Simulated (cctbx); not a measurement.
# What is wrong with this refinement?

Cell a = 5.2170 Å, b = 5.2170 Å, c = 13.5510 Å, α = 90.00°, β = 90.00°, γ = 120.00°; space group P6/mmm (no. 191). The compound is Sc2B3Pd7.

The data are simulated with cctbx, not measured: Mo Kα, λ = 0.71073 Å, to d = 0.75 Å, 50 % of the full sphere, strongest reflection 5000 counts, noise from counting, a 4 % proportional error and a noise floor of 2 counts (s.d.); no absorption.

An anisotropic refinement with weights 1/σ² prints:

```text
Rint 0.055, 208 unique reflections to 0.75 A
cycle     R1     wR2    GooF  max shift (A)
   1  0.2312  0.5255  12.156   0.04303
   6  0.0958  0.2569   5.942   0.00028
final R1 0.0958 wR2 0.2569 GooF 5.942  parameters 22  data/parameter 9.5
atom        x        y        z      Ueq    occ   su(xyz)  su(Uiso or U11)
Pd1    0.50000  0.00000  0.60136   0.0036  1.000  0.00032  0.0016
Pd2    0.66667  0.33333  0.00000   0.0070  1.000  0.00000  0.0024
Gd1    0.50000  0.00000  0.85709   0.0243  1.000  0.00032  0.0017
Sc1    0.00000  0.00000  0.74463   0.0139  1.000  0.00159  0.0071
Sc2    0.00000  0.00000  0.50000   0.0046  1.000  0.00000  0.0074
Sc3    0.00000  0.00000  0.00000   0.0021  1.000  0.00000  0.0067  NPD
B1     0.66667  0.33333  0.50000   0.4381  1.000  0.00000  0.0365  NPD
B2     0.66667  0.33333  0.72500   0.0050  1.000  0.00693  0.0182  NPD
difference map: max 13.46 min -7.39 rms 1.73
Q1    0.3333  0.6667  0.0000    2   13.46  0.00 A from Pd2
Q2    0.0000  0.5000  0.4225    6   11.41  0.32 A from Pd1
Q3    0.0000  0.0000  0.5000    1    4.93  0.00 A from Sc2
Q4    0.0000  0.0000  0.2349    2    4.73  0.28 A from Sc1
Q5    0.0000  0.5000  0.0000    3    4.40  1.51 A from Pd2
Q6    0.3333  0.6667  0.5000    2    3.52  0.00 A from B1
```

Q: Accept it or mend it, and why?

Mend it. The fault: wrong element: Gd1 is Pd. Against the right model at the same level, R1 goes from 0.0188 to 0.0958 and GooF from 1.02 to 5.94, U of B1 swells from 0.0386 to 0.4381 Å², U of Pd1 shrinks from 0.0152 to 0.0036 Å², U of Pd2 shrinks from 0.0176 to 0.0070 Å², U of Gd1 swells from 0.0141 to 0.0243 Å², the top difference peak, 13.5 e/Å³, lies on Pd2 and Sc3, B1 and B2 go non-positive-definite. Gd1 has 18 electrons too many and its U swells to shed them, as expected.

The compound is Sc2B3Pd7. The right model at the same level gives:

```text
Rint 0.055, 208 unique reflections to 0.75 A
cycle     R1     wR2    GooF  max shift (A)
   1  0.0189  0.0444   1.028   0.00194
   2  0.0188  0.0441   1.019   0.00001
final R1 0.0188 wR2 0.0441 GooF 1.019  parameters 22  data/parameter 9.5
atom        x        y        z      Ueq    occ   su(xyz)  su(Uiso or U11)
Pd1    0.50000  0.00000  0.60112   0.0152  1.000  0.00006  0.0003
Pd2    0.66667  0.33333  0.00000   0.0176  1.000  0.00000  0.0004
Pd3    0.50000  0.00000  0.85703   0.0141  1.000  0.00005  0.0003
Sc1    0.00000  0.00000  0.74616   0.0225  1.000  0.00026  0.0011
Sc2    0.00000  0.00000  0.50000   0.0187  1.000  0.00000  0.0014
Sc3    0.00000  0.00000  0.00000   0.0194  1.000  0.00000  0.0014
B1     0.66667  0.33333  0.50000   0.0386  1.000  0.00000  0.0086
B2     0.66667  0.33333  0.73316   0.0287  1.000  0.00129  0.0049
difference map: max 1.09 min -2.01 rms 0.30
Q1    0.2071  0.4142  0.3809   12    1.17  1.38 A from Pd1
Q2    0.0000  0.0000  0.0700    2    1.10  0.95 A from Sc3
Q3    0.0000  0.5000  0.4534    6    0.85  0.74 A from Pd1
Q4    0.0000  0.2852  0.0000    6    0.81  1.49 A from Sc3
Q5    0.2000  0.6000  0.5000    6    0.79  0.60 A from B1
Q6    0.0698  0.1395  0.2105   12    0.78  0.86 A from Sc1
```

The model was made for the exercise: a known structure type with other elements put in, its volume estimated, not relaxed; displacement parameters are assumed.

[Middle refinement cycles are left out of these outputs.]

[Logs are printed without paths, hosts, clocks, repeated set-up lines and the standing remarks that a program may print on its own settings, such as how far it seeks lower states.]
